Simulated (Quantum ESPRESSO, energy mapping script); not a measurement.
## Spin model of NiO from collinear orders

Wanted: the magnetic order of NiO, its couplings and an estimate of its ordering temperature, by PBE+U (6 eV), QE, GBRV.

Method: PBE with U = 6 eV on Ni d, ortho-atomic projectors; plane waves, U on orthogonalised atomic orbitals unless named otherwise, collinear spin, no spin–orbit coupling, in Quantum ESPRESSO 7.5.

Experimental background.

For NiO, rock salt (literature value for NiO), “Observation and resonant x-ray optical interpretation of multi-atom resonant photoemission effects in O 1s emission from NiO” (2006, arxiv:cond-mat/0609101) quotes earlier work: ordering temperature (Neel temperature) 524 K [Literature value cited from another work, not measured on this sample.].

**1. The starting structure**

The structure is cubic, space group Fm-3m (No. 225). Conventional cell: a = 4.172 Å, b = 4.172 Å, c = 4.172 Å, α = 90.00°, β = 90.00°, γ = 90.00°. Nearest to Ni lie 6 O at 2.09 Å. Nearest to O lie 6 Ni at 2.09 Å. Farther neighbours and most contacts between anions are not listed.

A Hubbard U penalises fractional filling of the shell. It raises the cost of virtual hops to the neighbours, so couplings that rest on such hops usually weaken. These runs use Quantum ESPRESSO.

**2. Order 1: parallel, cell A of 4 atoms**

The parallel order is the zero of energy for this cell and mesh.

The potential files are GBRV's for PBE; pw.x takes the functional from them.

pw.in reads:

```
&control
  calculation = 'scf'
  prefix = 'pw'
  outdir = './tmp/'
  pseudo_dir = './pseudo/'
  verbosity = 'low'
/
&system
  ibrav = 0
  nat = 4
  ntyp = 2
  ecutwfc = 45
  ecutrho = 360
  nbnd = 38
  occupations = 'smearing'
  smearing = 'fd'
  degauss = 0.00367493
  nspin = 2
  starting_magnetization(1) = 0.1111
/
&electrons
  conv_thr = 1.0e-08
  electron_maxstep = 120
  mixing_beta = 0.3
  mixing_mode = 'plain'
/
ATOMIC_SPECIES
  Ni 58.6934 Ni.upf
  O 15.9990 O.upf
CELL_PARAMETERS angstrom
  0.00000000 -2.08590164 -2.08590164
  0.00000000 2.08590164 -2.08590164
  4.17180328 0.00000000 0.00000000
ATOMIC_POSITIONS crystal
  Ni 0.50000000 0.50000000 0.50000000
  Ni 0.00000000 0.00000000 0.00000000
  O 0.50000000 0.50000000 0.00000000
  O 0.00000000 0.00000000 0.50000000
K_POINTS automatic
  7 7 5 0 0 0
HUBBARD {ortho-atomic}
U Ni-3d 6
```

Command:

```
> OMP_NUM_THREADS=1 mpirun -n 4 pw.x -nk 4 -in pw.in > pw.out
```

The program printed:

```text
Program PWSCF v.7.5 starts
[...]
unit-cell volume          =     244.9842 (a.u.)^3
     number of atoms/cell      =            4
[...]
number of electrons       =        48.00
     number of Kohn-Sham states=           38
     kinetic-energy cutoff     =      45.0000  Ry
     charge density cutoff     =     360.0000  Ry
     scf convergence threshold =      1.0E-08
[...]
Exchange-correlation= SLA  PW   PBE  PBE
[...]
Hubbard projectors: ortho-atomic
     Hubbard parameters of DFT+U (Dudarev formulation) in eV:
[...]
atomic species   magnetization
[...]
16 Sym. Ops., with inversion, found
[...]
number of k points=    30  Fermi-Dirac smearing, width (Ry)=  0.0037
[...]
Number of occupied Hubbard levels =   16.0000
     Atomic wfc used for Hubbard projectors are orthogonalized
[...]
iteration #  1     ecut=    45.00 Ry     beta= 0.30
[...]
Number of occupied Hubbard levels =    8.3190
     total energy              =    -735.69522884 Ry
     estimated scf accuracy    <      53.66451985 Ry
     total magnetization       =     5.43 Bohr mag/cell
     absolute magnetization    =     5.52 Bohr mag/cell
     iteration #  2     ecut=    45.00 Ry     beta= 0.30
[...]
total energy              =    -747.65674856 Ry
     estimated scf accuracy    <      21.16263194 Ry
     total magnetization       =     0.44 Bohr mag/cell
     absolute magnetization    =     0.45 Bohr mag/cell
     iteration #  3     ecut=    45.00 Ry     beta= 0.30
[...]
total energy              =    -750.42513231 Ry
     estimated scf accuracy    <       0.80608106 Ry
     total magnetization       =     4.00 Bohr mag/cell
     absolute magnetization    =     4.04 Bohr mag/cell
     iteration #  4     ecut=    45.00 Ry     beta= 0.30
[...]
total energy              =    -750.82443313 Ry
     estimated scf accuracy    <       0.43038803 Ry
     total magnetization       =     4.00 Bohr mag/cell
     absolute magnetization    =     4.02 Bohr mag/cell
     iteration #  5     ecut=    45.00 Ry     beta= 0.30
[...]
total energy              =    -750.83631344 Ry
     estimated scf accuracy    <       0.01200128 Ry
     total magnetization       =     4.00 Bohr mag/cell
     absolute magnetization    =     4.02 Bohr mag/cell
     iteration #  6     ecut=    45.00 Ry     beta= 0.30
[...]
total energy              =    -750.83845798 Ry
     estimated scf accuracy    <       0.00038616 Ry
     total magnetization       =     4.00 Bohr mag/cell
     absolute magnetization    =     4.03 Bohr mag/cell
     iteration #  7     ecut=    45.00 Ry     beta= 0.30
[...]
total energy              =    -750.83865273 Ry
     estimated scf accuracy    <       0.00020237 Ry
     total magnetization       =     4.00 Bohr mag/cell
     absolute magnetization    =     4.03 Bohr mag/cell
     iteration #  8     ecut=    45.00 Ry     beta= 0.30
[...]
total energy              =    -750.83870524 Ry
     estimated scf accuracy    <       0.00003939 Ry
     total magnetization       =     4.00 Bohr mag/cell
     absolute magnetization    =     4.03 Bohr mag/cell
     iteration #  9     ecut=    45.00 Ry     beta= 0.30
[...]
total energy              =    -750.83870896 Ry
     estimated scf accuracy    <       0.00001059 Ry
     total magnetization       =     4.00 Bohr mag/cell
     absolute magnetization    =     4.03 Bohr mag/cell
     iteration # 10     ecut=    45.00 Ry     beta= 0.30
[...]
total energy              =    -750.83871254 Ry
     estimated scf accuracy    <       0.00000013 Ry
     total magnetization       =     4.00 Bohr mag/cell
     absolute magnetization    =     4.03 Bohr mag/cell
     iteration # 11     ecut=    45.00 Ry     beta= 0.30
[...]
total energy              =    -750.83871335 Ry
     estimated scf accuracy    <       0.00000002 Ry
     total magnetization       =     4.00 Bohr mag/cell
     absolute magnetization    =     4.03 Bohr mag/cell
     iteration # 12     ecut=    45.00 Ry     beta= 0.30
[...]
Magnetic moment per site  (integrated on atomic sphere of radius R)
     atom   1 (R=0.292)  charge= 15.6073  magn=  1.7297
     atom   2 (R=0.292)  charge= 15.6073  magn=  1.7297
     atom   3 (R=0.292)  charge=  5.7391  magn=  0.2094
     atom   4 (R=0.292)  charge=  5.7391  magn=  0.2094
     End of self-consistent calculation
     =================== HUBBARD OCCUPATIONS ===================
     ------------------------ ATOM    1 ------------------------
     Tr[ns(  1)] (up, down, total) =   4.97576  3.22371  8.19947
     Atomic magnetic moment for atom   1 =   1.75205
     SPIN  1
     eigenvalues:
       0.994  0.994  0.994  0.997  0.997
     eigenvectors (columns):
       0.000 -0.000  0.000  0.500 -0.866
       0.000 -0.275  0.961 -0.000  0.000
       1.000  0.000 -0.000 -0.000 -0.000
      -0.000  0.000 -0.000 -0.866 -0.500
      -0.000  0.961  0.275  0.000  0.000
     occupation matrix ns (before diag.):
       0.997 -0.000 -0.000  0.000  0.000
      -0.000  0.994 -0.000  0.000  0.000
      -0.000 -0.000  0.994  0.000  0.000
       0.000  0.000  0.000  0.997 -0.000
[...]
SPIN  2
     eigenvalues:
[...]
eigenvectors (columns):
[...]
occupation matrix ns (before diag.):
[...]
------------------------ ATOM    2 ------------------------
     Tr[ns(  2)] (up, down, total) =   4.97576  3.22371  8.19947
     Atomic magnetic moment for atom   2 =   1.75205
     SPIN  1
     eigenvalues:
[...]
eigenvectors (columns):
[...]
occupation matrix ns (before diag.):
[...]
SPIN  2
     eigenvalues:
[...]
eigenvectors (columns):
[...]
occupation matrix ns (before diag.):
       0.127 -0.000 -0.000  0.000  0.000
      -0.000  0.990 -0.000  0.000  0.000
      -0.000 -0.000  0.990  0.000  0.000
       0.000  0.000  0.000  0.127 -0.000
       0.000  0.000  0.000 -0.000  0.990
     Number of occupied Hubbard levels =   16.3989
 ------ SPIN UP ------------
          k = 0.0000 0.0000 0.0000 (  1245 PWs)   bands (ev):
   -90.9085 -90.9051 -51.2915 -51.2755 -51.2755 -51.2645 -51.2642 -51.2642
    -5.6397  -4.3618   7.3160   7.6134   7.6136   7.6571   7.9361   8.0810
     8.0810   8.0811   8.7840   9.0135   9.0135  10.4235  10.4235  11.8119
    11.8119  11.8122  15.9633  20.2869  25.1773  26.2663  30.9987  30.9987
    32.1075  33.0313  33.0313  33.0314  36.4195  36.4195
          k = 0.1414 0.0000 0.0000 (  1241 PWs)   bands (ev):
   -90.9082 -90.9054 -51.2889 -51.2745 -51.2745 -51.2671 -51.2653 -51.2653
    -5.4835  -4.4303   6.7824   7.2032   7.3875   7.6440   7.9049   8.0064
     8.0912   8.0912   8.7574   8.7574   9.7710  10.7614  10.7614  11.5676
    11.8021  11.8021  16.9716  20.5728  25.1221  26.4759  30.0580  30.8638
    30.8638  32.0700  32.0700  33.1480  35.8315  38.1260
          k = 0.2828 0.0000 0.0000 (  1241 PWs)   bands (ev):
   -90.9073 -90.9062 -51.2822 -51.2739 -51.2716 -51.2716 -51.2682 -51.2682
    -5.0950  -4.6804   6.2008   6.4650   7.5761   7.7239   7.8126   7.8235
[...]
30.7169  30.7169  31.0434  31.0434  39.8098  40.8634
          k = 0.0000 0.1010-0.1010 (  1252 PWs)   bands (ev):
[...]
31.5561  31.6446  33.2477  34.2288  34.6449  36.6141
          k = 0.1414 0.1010-0.1010 (  1245 PWs)   bands (ev):
[...]
31.6971  31.7030  31.8760  34.4927  34.9989  36.3553
          k = 0.2828 0.1010-0.1010 (  1237 PWs)   bands (ev):
[...]
30.2641  30.5662  32.0841  32.9374  37.8303  39.0788
          k = 0.0000 0.2020-0.2020 (  1244 PWs)   bands (ev):
[...]
29.9615  31.6030  33.3620  33.9200  36.2382  37.7408
          k = 0.1414 0.2020-0.2020 (  1249 PWs)   bands (ev):
[...]
29.9359  30.4728  33.7618  34.9226  35.6598  37.2497
          k = 0.2828 0.2020-0.2020 (  1239 PWs)   bands (ev):
[...]
29.2437  29.4347  34.6184  35.0854  36.6681  38.4357
          k = 0.0000 0.3030-0.3030 (  1242 PWs)   bands (ev):
[...]
29.4862  29.9365  35.1091  36.2222  36.8952  38.3005
          k = 0.1414 0.3030-0.3030 (  1248 PWs)   bands (ev):
[...]
k = 0.2828 0.3030-0.3030 (  1240 PWs)   bands (ev):
[...]
k = 0.0000 0.0000-0.2020 (  1237 PWs)   bands (ev):
[...]
[... cut ...]
[...]
------ SPIN DOWN ----------
          k = 0.0000 0.0000 0.0000 (  1245 PWs)   bands (ev):
[...]
k = 0.1414 0.0000 0.0000 (  1241 PWs)   bands (ev):
[...]
k = 0.2828 0.0000 0.0000 (  1241 PWs)   bands (ev):
[...]
k = 0.1414 0.1010-0.5051 (  1257 PWs)   bands (ev):
[...]
30.2818  30.5540  32.6930  33.4871  40.3965  42.0245
          k = 0.2828 0.1010-0.5051 (  1261 PWs)   bands (ev):
[...]
29.5703  29.7606  35.2100  35.2942  38.4751  38.6850
          k = 0.0000 0.0000-0.6061 (  1246 PWs)   bands (ev):
[...]
30.9012  31.3308  31.3309  32.0238  43.4646  43.6759
          k = 0.1414 0.0000-0.6061 (  1262 PWs)   bands (ev):
[...]
16.7887  16.8857  21.6638  21.7830  25.3393  25.3925  25.7989  26.2310
    30.4851  30.8335  32.3857  32.4959  41.8186  42.1531
          k = 0.2828 0.0000-0.6061 (  1255 PWs)   bands (ev):
   -88.4885 -88.4884 -48.9445 -48.9434 -48.9402 -48.9379 -48.9310 -48.9306
    -3.5719  -3.5407   7.7710   7.8749   7.9653   8.1342   9.9849  10.0190
    10.2859  10.3408  10.8413  10.9037  11.0252  11.2066  16.5845  16.6606
    17.1696  17.1902  23.1300  23.2213  24.9380  24.9763  25.3316  25.5568
    28.9503  29.1674  34.9663  35.0727  38.3338  38.3498
     the Fermi energy is    14.7817 ev
!    total energy              =    -750.83871411 Ry
     estimated scf accuracy    <          2.4E-09 Ry
     smearing contrib. (-TS)   =      -0.00000000 Ry
     internal energy E=F+TS    =    -750.83871411 Ry
     The total energy is F=E-TS. E is the sum of the following terms:
     one-electron contribution =    -431.78587728 Ry
     hartree contribution      =     245.21044118 Ry
     xc contribution           =     -85.93807747 Ry
     ewald contribution        =    -478.44661533 Ry
     Hubbard energy            =       0.12141479 Ry
     total magnetization       =     4.00 Bohr mag/cell
     absolute magnetization    =     4.03 Bohr mag/cell
     convergence has been achieved in  12 iterations
=------------------------------------------------------------------------------=
   JOB DONE.
=------------------------------------------------------------------------------=
```

Run time: 17 s. Hardware: 4 MPI ranks of Arm Neoverse V1, shared host; peak memory 0.39 GiB.

Spin moment in the sphere by atom:

```csv
atom,spin moment in the sphere (μB)
Ni1,1.73
Ni2,1.73
O3,0.21
O4,0.21
```

The run ends ferromagnetic.

**3. Run 2 (compensated +−; cell A, 4 atoms)**

This order reverses 8 of the 12 neighbours at 2.95 Å, 0 of the 6 neighbours at 4.17 Å and 16 of the 24 neighbours at 5.11 Å, counted for an average magnetic atom.

Edit pw.in of step 2 so:

```diff
@@ -10,6 +10,6 @@
   nat = 4
-  ntyp = 2
+  ntyp = 3
   ecutwfc = 45
   ecutrho = 360
-  nbnd = 38
+  nbnd = 36
   occupations = 'smearing'
@@ -19,2 +19,3 @@
   starting_magnetization(1) = 0.1111
+  starting_magnetization(2) = -0.1111
 /
@@ -27,3 +28,4 @@
 ATOMIC_SPECIES
-  Ni 58.6934 Ni.upf
+  Ni1 58.6934 Ni.upf
+  Ni2 58.6934 Ni.upf
   O 15.9990 O.upf
@@ -34,4 +36,4 @@
 ATOMIC_POSITIONS crystal
-  Ni 0.50000000 0.50000000 0.50000000
-  Ni 0.00000000 0.00000000 0.00000000
+  Ni1 0.50000000 0.50000000 0.50000000
+  Ni2 0.00000000 0.00000000 0.00000000
   O 0.50000000 0.50000000 0.00000000
@@ -41,2 +43,3 @@
 HUBBARD {ortho-atomic}
-U Ni-3d 6
+U Ni1-3d 6
+U Ni2-3d 6
```

The program printed:

```text
[banner, memory and clock lines left out]
Program PWSCF v.7.5 starts
[...]
unit-cell volume          =     244.9842 (a.u.)^3
     number of atoms/cell      =            4
[...]
number of electrons       =        48.00
     number of Kohn-Sham states=           36
     kinetic-energy cutoff     =      45.0000  Ry
     charge density cutoff     =     360.0000  Ry
     scf convergence threshold =      1.0E-08
[...]
Exchange-correlation= SLA  PW   PBE  PBE
[...]
Hubbard projectors: ortho-atomic
     Hubbard parameters of DFT+U (Dudarev formulation) in eV:
[...]
atomic species   magnetization
[...]
16 Sym. Ops., with inversion, found
[...]
number of k points=    30  Fermi-Dirac smearing, width (Ry)=  0.0037
[...]
Number of occupied Hubbard levels =   16.0000
     Atomic wfc used for Hubbard projectors are orthogonalized
[...]
iteration #  1     ecut=    45.00 Ry     beta= 0.30
[...]
Number of occupied Hubbard levels =    8.2227
     total energy              =    -735.32808166 Ry
     estimated scf accuracy    <      54.38435256 Ry
     total magnetization       =     0.00 Bohr mag/cell
     absolute magnetization    =     5.19 Bohr mag/cell
     iteration #  2     ecut=    45.00 Ry     beta= 0.30
[...]
total energy              =    -747.63797992 Ry
     estimated scf accuracy    <      21.72966531 Ry
     total magnetization       =     0.00 Bohr mag/cell
     absolute magnetization    =     0.30 Bohr mag/cell
     iteration #  3     ecut=    45.00 Ry     beta= 0.30
[...]
total energy              =    -750.41603139 Ry
     estimated scf accuracy    <       0.82014192 Ry
     total magnetization       =     0.00 Bohr mag/cell
     absolute magnetization    =     3.83 Bohr mag/cell
[...]
total energy              =    -750.83714511 Ry
[...]
iteration # 12     ecut=    45.00 Ry     beta= 0.30
[...]
total energy              =    -750.83714556 Ry
     estimated scf accuracy    <       0.00000004 Ry
     total magnetization       =    -0.00 Bohr mag/cell
     absolute magnetization    =     3.82 Bohr mag/cell
     iteration # 13     ecut=    45.00 Ry     beta= 0.30
[...]
Magnetic moment per site  (integrated on atomic sphere of radius R)
     atom   1 (R=0.292)  charge= 15.6045  magn=  1.7377
     atom   2 (R=0.292)  charge= 15.6045  magn= -1.7377
     atom   3 (R=0.292)  charge=  5.7410  magn= -0.0712
[...]
SPIN  2
     eigenvalues:
[...]
eigenvectors (columns):
[...]
occupation matrix ns (before diag.):
[...]
------------------------ ATOM    2 ------------------------
     Tr[ns(  2)] (up, down, total) =   3.21815  4.97544  8.19359
     Atomic magnetic moment for atom   2 =  -1.75730
     SPIN  1
     eigenvalues:
[...]
eigenvectors (columns):
[...]
occupation matrix ns (before diag.):
[...]
SPIN  2
     eigenvalues:
[...]
eigenvectors (columns):
[...]
occupation matrix ns (before diag.):
[...]
0.000  0.000  0.000  0.997 -0.000
       0.000  0.000  0.000 -0.000  0.994
     Number of occupied Hubbard levels =   16.3872
 ------ SPIN UP ------------
          k = 0.0000 0.0000 0.0000 (  1245 PWs)   bands (ev):
   -90.9412 -88.5155 -51.3128 -51.3029 -51.3029 -48.9592 -48.9499 -48.9499
    -5.4649  -3.9789   7.5464   7.7414   7.8043   8.1592   8.3585   8.3585
     9.0302  10.0453  10.0453  10.6047  10.6047  12.0207  12.0313  12.0313
[...]
32.0640  33.1942  33.1942  33.2002
          k = 0.1414 0.0000 0.0000 (  1241 PWs)   bands (ev):
[...]
31.0520  32.2545  32.2545  33.4536
          k = 0.2828 0.0000 0.0000 (  1241 PWs)   bands (ev):
[...]
30.8673  30.8673  31.2529  31.2529
          k = 0.0000 0.1010-0.1010 (  1252 PWs)   bands (ev):
[...]
k = 0.1414 0.1010-0.1010 (  1245 PWs)   bands (ev):
[...]
k = 0.2828 0.1010-0.1010 (  1237 PWs)   bands (ev):
[...]
[... cut ...]
[...]
------ SPIN DOWN ----------
          k = 0.0000 0.0000 0.0000 (  1245 PWs)   bands (ev):
[...]
k = 0.1414 0.0000 0.0000 (  1241 PWs)   bands (ev):
[...]
k = 0.2828 0.0000 0.0000 (  1241 PWs)   bands (ev):
[...]
k = 0.1414 0.0000-0.6061 (  1262 PWs)   bands (ev):
[...]
30.2135  30.6636  32.1772  32.2979
          k = 0.2828 0.0000-0.6061 (  1255 PWs)   bands (ev):
[...]
9.0461   9.8218   9.9378  10.1658  10.6864  10.8602  10.9312  11.9254
    16.6173  17.1678  22.6018  23.1248  24.7537  24.8103  25.1758  25.4024
    28.6642  29.0111  34.7771  34.8974
     the Fermi energy is    14.7749 ev
!    total energy              =    -750.83714599 Ry
     estimated scf accuracy    <          8.9E-10 Ry
     smearing contrib. (-TS)   =      -0.00000000 Ry
     internal energy E=F+TS    =    -750.83714599 Ry
     The total energy is F=E-TS. E is the sum of the following terms:
     one-electron contribution =    -431.73330169 Ry
     hartree contribution      =     245.15803589 Ry
     xc contribution           =     -85.93446119 Ry
     ewald contribution        =    -478.44661533 Ry
     Hubbard energy            =       0.11919633 Ry
     total magnetization       =     0.00 Bohr mag/cell
     absolute magnetization    =     3.82 Bohr mag/cell
     convergence has been achieved in  13 iterations
```

The job ended after 18 s (4 MPI ranks; peak memory 0.4 GiB; 70 s of CPU time).

Spin moment in the sphere by atom:

```csv
atom,spin moment in the sphere (μB)
Ni1,1.74
Ni2,-1.74
O3,-0.07
O4,0.07
```

The run ends antiferromagnetic, 10.67 meV a magnetic atom above the parallel order of its cell.

**4. Order 3: parallel, cell B of 4 atoms**

The parallel order again, as the reference for this cell.

This run holds the same structure in another cell (c 4.172 → 5.109 Å, α 90.0 → 73.2°, β 90.0 → 73.2°, γ 90.0 → 60.0°).

pw.in reads:

```
&control
  calculation = 'scf'
  prefix = 'pw'
  outdir = './tmp/'
  pseudo_dir = './pseudo/'
  verbosity = 'low'
/
&system
  ibrav = 0
  nat = 4
  ntyp = 2
  ecutwfc = 45
  ecutrho = 360
  nbnd = 38
  occupations = 'smearing'
  smearing = 'fd'
  degauss = 0.00367493
  nspin = 2
  starting_magnetization(1) = 0.1111
/
&electrons
  conv_thr = 1.0e-08
  electron_maxstep = 120
  mixing_beta = 0.3
  mixing_mode = 'plain'
/
ATOMIC_SPECIES
  Ni 58.6934 Ni.upf
  O 15.9990 O.upf
CELL_PARAMETERS angstrom
  0.00000000 -2.08590164 -2.08590164
  -2.08590164 0.00000000 -2.08590164
  2.08590164 2.08590164 -4.17180328
ATOMIC_POSITIONS crystal
  Ni 0.50000000 0.50000000 0.50000000
  Ni 0.00000000 0.00000000 0.00000000
  O 0.75000000 0.75000000 0.75000000
  O 0.25000000 0.25000000 0.25000000
K_POINTS automatic
  8 8 8 0 0 0
HUBBARD {ortho-atomic}
U Ni-3d 6
```

The program printed:

```text
[banner, memory and clock lines left out]
Program PWSCF v.7.5 starts
[...]
unit-cell volume          =     244.9842 (a.u.)^3
     number of atoms/cell      =            4
[...]
number of electrons       =        48.00
     number of Kohn-Sham states=           38
     kinetic-energy cutoff     =      45.0000  Ry
     charge density cutoff     =     360.0000  Ry
[...]
The total energy is F=E-TS. E is the sum of the following terms:
     one-electron contribution =    -431.78702671 Ry
     hartree contribution      =     245.21154915 Ry
     xc contribution           =     -85.93810402 Ry
     ewald contribution        =    -478.44661533 Ry
     Hubbard energy            =       0.12146155 Ry
     total magnetization       =     4.00 Bohr mag/cell
     absolute magnetization    =     4.03 Bohr mag/cell
     convergence has been achieved in  12 iterations
[key lines of the parts left out:]
!    total energy              =    -750.83873537 Ry
the Fermi energy is    14.7689 ev
```

Run time: 38 s. Hardware: 4 MPI ranks; peak memory 0.46 GiB; 2.5 min of CPU time.

The run ends ferromagnetic. For each magnetic atom its energy differs from the parallel run of the first cell by -0.14 meV, an error that one common reference would have brought in.

[end of part 1 of 2]

[Logs and program files are shortened in this print: banners, set-up blocks, solver, clock and traceback lines can be left out without a mark of their own.]

[Logs are printed without paths, hosts, clocks, repeated set-up lines and the standing remarks that a program may print on its own settings, such as how far it seeks lower states.]

[Hosts, paths, dates, database ids (printed as entryN), source tags and the programs' standing remarks are cut or masked in the printed files.]

[Where a cell is said to come from a database of computed structures, the database is the Materials Project.]
